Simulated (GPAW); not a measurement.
# Core-hole calculation of the Ga K edge in zinc-blende (GaAs)₁₋ₓ(GaP)ₓ at x = 0.125, part 2 of 2

Aim: the Ga K edge in zinc-blende (GaAs)₁₋ₓ(GaP)ₓ at x = 0.125, one member of a composition series.

GPAW 26.7.0; X-ray absorption from dipole matrix elements to empty bands, plane-wave PAW PBE.

So far. Step 3 (Ground state of the crystal): The mesh shows a gap of 0.72 eV. The excited electron is kept all the same, so that all members of the series, with or without a gap, are treated alike.

## (5) Spectrum with XCH, Ga atom 1

The holes are 8.0 Å apart. In GPAW the data set carries the hole's charge, so charge=0 means a charged cell and charge=-1 a neutral one. The excited electron is kept in the cell, where it fills the lowest empty states and screens the hole. After the field has converged, empty bands are computed with the density fixed and the dipole matrix elements are summed.

The absorber has 1 P at 2.39 Å and 3 As at 2.45 Å (distorted tetrahedral).

The input, xas.py:

```python
import numpy as np
from ase import Atoms
from ase.parallel import parprint, paropen
from gpaw import GPAW, PW, FermiDirac, Mixer, MixerDif, setup_paths
from gpaw.test import gen
setup_paths.insert(0, '.')
gen('Ga', name='fch1s', xcname='PBE', corehole=(1, 0, 1), write_xml=True)
from gpaw.mpi import world
world.barrier()

atoms = Atoms('GaAsGaAsGaPGaAsGaAsGaAsGaAsGaAs',
    cell=[[0, 5.62775, 5.62775],
     [5.62775, 0, 5.62775],
     [5.62775, 5.62775, 0]],
    scaled_positions=[[0.0049986, 0.9923528, 0.0018755],
     [0.1255857, 0.1258597, 0.1247296],
     [0.0007953, 0.9980282, 0.4999559],
     [0.1256009, 0.123795, 0.624748],
     [0.0005784, 0.5031034, 0.0025709],
     [0.1240588, 0.6245459, 0.125707],
     [0.0028913, 0.5008269, 0.4937207],
     [0.1258647, 0.6231093, 0.6254397],
     [0.5007179, 0.002162, 0.0007937],
     [0.6276057, 0.1267632, 0.1242302],
     [0.5006945, 0.001139, 0.4993313],
     [0.6254607, 0.1255934, 0.6254014],
     [0.491755, 0.5038009, 0.0019399],
     [0.6235903, 0.6270932, 0.1241716],
     [0.5012698, 0.5008332, 0.4992375],
     [0.6257181, 0.6259505, 0.6248707]],
    pbc=True)
atoms.calc = calc = GPAW(legacy_gpaw=True, mode=PW(400, force_complex_dtype=True), xc='PBE', setups={0: 'fch1s'},
    kpts={'size': (3, 3, 3), 'gamma': True}, occupations=FermiDirac(0.04),
    charge=-1, mixer=Mixer(0.1, 5, 50), maxiter=150,
    convergence={'density': 0.0001, 'eigenstates': 1e-6}, txt='scf.txt')
energy = atoms.get_potential_energy() + calc.get_reference_energy()
ef = calc.get_fermi_level()
out = dict(energy=energy, fermi=ef, forces=atoms.get_forces().tolist())
parprint(f'all-electron energy {energy:.4f} eV, Fermi level {ef:.4f} eV')
ev = np.array([[calc.get_eigenvalues(k, s) for k in range(len(calc.get_ibz_k_points()))] for s in range(calc.get_number_of_spins())])
out['homo'], out['lumo'], out['counts'] = ev[ev < ef].max(), ev[ev > ef].min(), sorted(set((ev < ef).sum((0, 2)).tolist()))
out['filled'] = (ev[:, 0] < ef).sum(1).tolist()

from ase.units import Ha
from gpaw.xas import dipole_matrix_elements
nb = int(calc.get_number_of_electrons() / 2) + 182
top, nb = nb, nb + 8 + nb // 12
nscf = calc.fixed_density(kpts={'size': (4, 4, 4), 'gamma': True}, nbands=nb,
    convergence={'bands': top, 'eigenstates': 5e-3}, maxiter=60, txt='nscf.txt')
cell = atoms.cell.array
ops = [cell.T @ U.T @ np.linalg.inv(cell.T) for U in nscf.wfs.kd.symmetry.op_scc]
filled = [32]  # bands filled in the ground state, by spin
E = np.arange(-6, 30, 0.1)
fwhm = np.interp(E, [4, 25], [1.82, 3.5])
Y, X, zero, highest = 0, 0, 1e9, 1e9
for spin in range(nscf.get_number_of_spins()):
    wfs = nscf.wfs
    mine = wfs.bd.get_slice()  # this rank's bands
    A = dipole_matrix_elements(wfs.setups[0])
    eps = np.zeros((wfs.kd.nibzkpts, nb))
    d = np.zeros((3, A.shape[1], wfs.kd.nibzkpts, nb), complex)
    for kpt in wfs.kpt_u:
        if kpt.s == spin and 0 in kpt.P_ani:
            eps[kpt.k, mine] = kpt.eps_n * Ha
            d[:, :, kpt.k, mine] = (kpt.weight * wfs.nspins / 2) ** 0.5 * np.inner(A, kpt.P_ani[0])
    world.sum(eps)
    world.sum(d)
    T = np.einsum('amkn,bmkn->abkn', d, d.conj()).real
    T = sum(np.einsum('ai,ijkn,bj->abkn', R, T, R) for R in ops) / len(ops)
    empty = np.ones_like(eps, bool) & (np.arange(nb) >= filled[spin])
    zero, highest = min(zero, eps[empty].min()), min(highest, eps[:, top - 1].min())
    lines = [(eps, T, empty)] if spin == 0 else lines + [(eps, T, empty)]
for eps, T, empty in lines:
    f = np.einsum('aakn->akn', T).reshape(3, -1)
    x = eps.ravel() - zero
    w = np.interp(x, E, fwhm) / 2.35482
    g = np.exp(-0.5 * ((E[:, None] - x) / w) ** 2) / (w * (2 * np.pi) ** 0.5)
    Y = Y + (f * empty.ravel()) @ g.T
    X = X + (f * ~empty.ravel()) @ g.T
out.update(E=E.round(2).tolist(), xas=Y.tolist(), xes=X.tolist(), zero=zero, valid=highest - zero, nk=len(eps), nb=nb)
for i in range(0, len(E), 10):
    parprint(f'{E[i]:7.2f}', *(f'{v:10.3e}' for v in Y[:, i]))
import json
with paropen('out.json', 'w') as f:
    json.dump(out, f)
```

Run with:

```bash
OMP_NUM_THREADS=1 mpirun -n 4 gpaw python xas.py
```

Numbers of over 12 decimals in the logs are rounded to 6 here.

What it wrote:

```text
Input parameters:
  charge: -1
  convergence: {density: 0.0001,
                eigenstates: 1e-06}
  kpts: {gamma: True,
         size: (3, 3, 3)}
  maxiter: 150
  mixer: {backend: pulay,
          beta: 0.1,
          method: separate,
          nmaxold: 5,
          weight: 50}
  mode: {ecut: 400.0,
         force_complex_dtype: True,
         name: pw}
  occupations: {fixmagmom: False,
                name: fermi-dirac,
                width: 0.04}
  setups: {0: fch1s}
  xc: PBE

Initialize ...

[... PAW data sets ...]

Reference energy: -852491.667313  # eV

Spin-paired calculation

[... convergence settings ...]
Symmetries present (total): 1
  [... symmetry matrices ...]

27 k-points: 3 x 3 x 3 Monkhorst-Pack grid
14 k-points in the irreducible part of the Brillouin zone
       k-points in crystal coordinates                weights
   0:     0.00000000    0.00000000    0.00000000          1/27
   1:     0.00000000    0.00000000    0.33333333          2/27
   2:     0.00000000    0.33333333   -0.33333333          2/27
   3:     0.00000000    0.33333333    0.00000000          2/27
   4:     0.00000000    0.33333333    0.33333333          2/27
   5:     0.33333333   -0.33333333   -0.33333333          2/27
   6:     0.33333333   -0.33333333    0.00000000          2/27
   7:     0.33333333   -0.33333333    0.33333333          2/27
   8:     0.33333333    0.00000000   -0.33333333          2/27
   9:     0.33333333    0.00000000    0.00000000          2/27
          ...
  13:     0.33333333    0.33333333    0.33333333          2/27

Wave functions: Plane wave expansion
  Cutoff energy: 400.000 eV
  Number of coefficients (min, max): 6423, 6481
  Pulay-stress correction: 0.000000 eV/Ang^3 (de/decut=0.000000)
  Using FFTW library
  Wavefunction extrapolation:
    Improved wavefunction reuse through dual PAW basis

Occupation numbers: Fermi-Dirac:
  width: 0.0400  # eV

Eigensolver
   Davidson(niter=2)

Densities:
  Coarse grid: 40*40*40 grid
  Fine grid: 80*80*80 grid
  Total Charge: 0.000000

Density mixing:
  Method: separate
  Backend: pulay
  Linear mixing parameter: 0.1
  old densities: 5
  Width of damping distribution: 1.1
  Damping of long wavelength oscillations: 50

[... Hamiltonian set-up ...]
Number of atoms: 16
Number of atomic orbitals: 64
Number of bands in calculation: 43
Number of valence electrons: 65
Bands to converge: occupied

... initialized

Initializing position-dependent things.

Density initialized from atomic densities
Creating initial wave functions:
  43 bands from LCAO basis set

                             As

                    As  Ga
                      As
                Ga           Ga
             As            As
                 Ga  Ga
                  P
         Ga           Ga
              Ga    As
           As

Atomic positions and initial magnetic moments

Positions:
   0 Ga     5.595268    0.038686    5.612844    ( 0.0000,  0.0000,  0.0000)
   1 As     1.410254    1.408712    1.415072    ( 0.0000,  0.0000,  0.0000)
   2 Ga     8.430280    2.818103    5.621129    ( 0.0000,  0.0000,  0.0000)
   3 As     4.212613    4.222776    1.403538    ( 0.0000,  0.0000,  0.0000)
   4 Ga     2.845809    0.017723    2.834595    ( 0.0000,  0.0000,  0.0000)
   5 P      4.222236    1.405619    4.212960    ( 0.0000,  0.0000,  0.0000)
   6 Ga     5.597065    2.794808    2.834800    ( 0.0000,  0.0000,  0.0000)
[...]
13 As     4.227930    4.208217    7.038534    ( 0.0000,  0.0000,  0.0000)
  14 Ga     5.628148    5.630605    5.639585    ( 0.0000,  0.0000,  0.0000)
  15 As     7.039309    7.038001    7.044078    ( 0.0000,  0.0000,  0.0000)

Unit cell:
           periodic     x           y           z      points  spacing
  1. axis:    yes    0.000000    5.627750    5.627750    40     0.1625
  2. axis:    yes    5.627750    0.000000    5.627750    40     0.1625
  3. axis:    yes    5.627750    5.627750    0.000000    40     0.1625

  Lengths:   7.958840   7.958840   7.958840
  Angles:   60.000000  60.000000  60.000000

Effective grid spacing dv^(1/3) = 0.1773

iter:   1   -77.475562
iter:   2   -75.781183   -1.91  -0.82
iter:   3   -74.436877   -1.49  -0.89
iter:   4   -74.367876   -2.48  -1.12
iter:   5   -74.409390   -2.86  -1.40
iter:   6   -74.391261   -2.83  -1.75
iter:   7   -74.378559c  -3.16  -2.11
iter:   8   -74.376332c  -3.62  -2.36
iter:   9   -74.372925c  -4.25  -2.49
iter:  10   -74.373247c  -4.57  -2.98
iter:  11   -74.373028c  -6.19c -2.84
iter:  12   -74.372783c  -5.32  -2.90
iter:  13   -74.372785c  -5.98  -3.19
iter:  14   -74.372765c  -6.24c -3.33
iter:  15   -74.372771c  -6.63c -3.64
iter:  16   -74.372771c  -7.40c -3.91
iter:  17   -74.372771c  -8.48c -4.16c

Converged after 17 iterations.

Dipole moment: (-27.165289, -29.597905, -27.425125) |e|*Ang

Energy contributions relative to reference atoms: (reference = -852491.667313)

Kinetic:       +235.231065
Potential:     -210.902083
External:        +0.000000
XC:             -98.769289
Entropy (-ST):   -0.007658
Local:           +0.071364
SIC:             +0.000000
--------------------------
Free energy:    -74.376600
Extrapolated:   -74.372771

Showing only first 2 kpts
 Kpt  Band  Eigenvalues  Occupancy
  0    30      4.94636    2.00000
  0    31      4.94886    2.00000
  0    32      4.97494    2.00000
  0    33      5.89263    1.99507

  1    30      4.58716    2.00000
  1    31      4.59722    2.00000
  1    32      5.70380    1.99996
[...]
Fermi level: 6.13273

No gap
No difference between direct/indirect transitions

Forces in eV/Ang:
  0 Ga   -0.08972    0.07788   -0.11710
  1 As    0.11946    0.11852    0.10633
  2 Ga   -0.00030    0.00325   -0.21834
  3 As   -0.10820   -0.10753    0.11761
  4 Ga    0.03703   -0.19302    0.04293
  5 P    -0.04624    0.04481   -0.02639
  6 Ga    0.20336   -0.04869    0.03912
[...]
13 As   -0.00491    0.03521   -0.01884
 14 Ga    0.02839   -0.02009    0.01195
 15 As   -0.02592   -0.01043   -0.02758
Scalar-relativistic atomic PBE calculation for Ga (Gallium, Z=31)
Core hole in 1s state (1s occupation: 1.0)
600 radial gridpoints.
|------------------------------------------------|
|------------------------------------------------|
[... the atom generator's iteration count ...]

Energy contributions:
-------------------------
Kinetic:    +1582.696000
XC:           -66.183414
Potential:  -3077.448795
-------------------------
Total:      -1560.936209

state      eigenvalue         ekin         rmax
-----------------------------------------------
1s^1.0 :  -389.489147   491.277840        0.032
2s^2.0 :   -49.683385    97.080870        0.179
2p^6.0 :   -44.278459    95.840630        0.142
3s^2.0 :    -6.370658    22.110120        0.549
3p^6.0 :    -4.569804    20.074579        0.544
3d^10.0:    -1.425937    15.061013        0.502
4s^2.0 :    -0.719303     2.623253        1.733
4p^1.0 :    -0.414984     1.688292        2.088
-----------------------------------------------
(units: Bohr and Hartree)

Generating PAW setup
Kinetic energy of the core from tauc = 1590.667748
Cutoffs:
rc(s)=2.200
rc(p)=2.200
rc(d)=2.200
rc(vbar)=1.980
rc(comp)=2.200
rc(nct)=2.200

Kinetic energy of the core states: 1575.761202
Charge: 1.0
Core electrons: 27.0
Valence electrons: 3.0
Pseudo-core charge: 1.204949
Shape function alpha=2.066
Pseudo-electron charge 4.635910
state    eigenvalue         norm
--------------------------------
4s(2) :    -0.719303     1.202912
*s    :     0.280697
4p(1) :    -0.414984     1.025137
*p    :     0.585016
*d    :     0.000000
--------------------------------

Diagonalizing with gridspacing h=0.050

state   all-electron     PAW
-------------------------------
4s:      -0.719303    -0.719529
4p:      -0.414984    -0.415179
*d:                   -0.111571
*f:                   -0.022852
-------------------------------
all-electron energy -852566.0401 eV, Fermi level 6.1327 eV
[...]
27.00  1.207e-07  1.206e-07  1.206e-07
  28.00  1.264e-07  1.264e-07  1.265e-07
  29.00  1.289e-07  1.291e-07  1.291e-07
```

Wall time 3.4 min (4 MPI ranks of AMD EPYC 7B13 (Zen 3), shared host); peak memory 0.71 GiB.

The Ga K spectrum, Ga atom 1, excited-electron core hole (neutral cell) (energy from the bottom of the conduction band, which holds the excited electron; intensity scaled to a mean of 1 over the first 20 eV):

```csv
E (eV),intensity
-2.0,0.00
-1.5,0.00
-1.0,0.01
-0.5,0.03
0.0,0.10
0.5,0.25
1.0,0.47
1.5,0.73
2.0,1.00
2.5,1.22
3.0,1.42
3.5,1.63
4.0,1.81
4.5,1.80
5.0,1.60
5.5,1.34
6.0,1.13
6.5,1.03
7.0,1.01
7.5,0.99
8.0,0.96
8.5,0.91
9.0,0.89
9.5,0.92
10.0,0.97
10.5,1.05
11.0,1.12
11.5,1.16
12.0,1.18
12.5,1.15
13.0,1.09
13.5,1.02
14.0,0.93
14.5,0.85
15.0,0.78
15.5,0.73
16.0,0.71
16.5,0.72
17.0,0.75
17.5,0.78
18.0,0.81
18.5,0.82
19.0,0.81
19.5,0.79
20.0,0.78
20.5,0.77
21.0,0.77
21.5,0.77
22.0,0.76
22.5,0.74
23.0,0.73
23.5,0.72
24.0,0.72
24.5,0.72
25.0,0.73
25.5,0.74
26.0,0.76
26.5,0.77
27.0,0.79
```

Main maxima below 26 eV (height): 4.2 eV (1.84), 12.0 eV (1.18) and 18.4 eV (0.82). A K edge sees empty p states on the absorber.

The energy difference (zero at 10401 eV) isn't read as a photon energy: for so heavy an absorber the terms left out (the hole's spin, the functional's error) amount to tens of eV or more.

## (6) Outcome

| Quantity | Value |
| --- | --- |
| absorber and edge | Ga K, atom 1 of the ground-state input (counted from 1) |
| surroundings | 1 P at 2.39 Å and 3 As at 2.45 Å (distorted tetrahedral) |
| highest intensity below 24 eV | 4.2 eV above the zero, height 1.84 |

The Ga K edge of atom 1, with 1 P at 2.39 Å and 3 As at 2.45 Å (distorted tetrahedral), has its highest intensity of the first 24 eV at 4.2 eV above the zero, 1.8 times the mean level of the first 20 eV (Gaussian full width 1.82 eV up to 4 eV, rising linearly to 3.5 eV at 25 eV). The script folds with a Gaussian, whereas the core hole's own line is a Lorentzian, so the onset is too steep and the first peak too high. Lifetime broadening is put in by hand, and intensities beyond about 20 eV depend on it and on the partial waves; weight that the partial waves miss at high energy is lost.

[Banner, clock and machine lines of the logs are left out without a mark of their own.]

[Logs are printed without paths, hosts, clocks, repeated set-up lines and the standing remarks that a program may print on its own settings, such as how far it seeks lower states.]

[Hosts, paths, dates, database ids (printed as entryN), source tags and the programs' standing remarks are cut or masked in the printed files.]

[Lists of maxima count a maximum above −3 eV only where it reaches 4 % of the highest in the window and stands out from its surroundings by 2 % of it (1.5 % where it reaches 55 %); shoulders and weaker maxima are passed over, and of the rest the first, up to two pre-edge ones and the few strongest are named.]
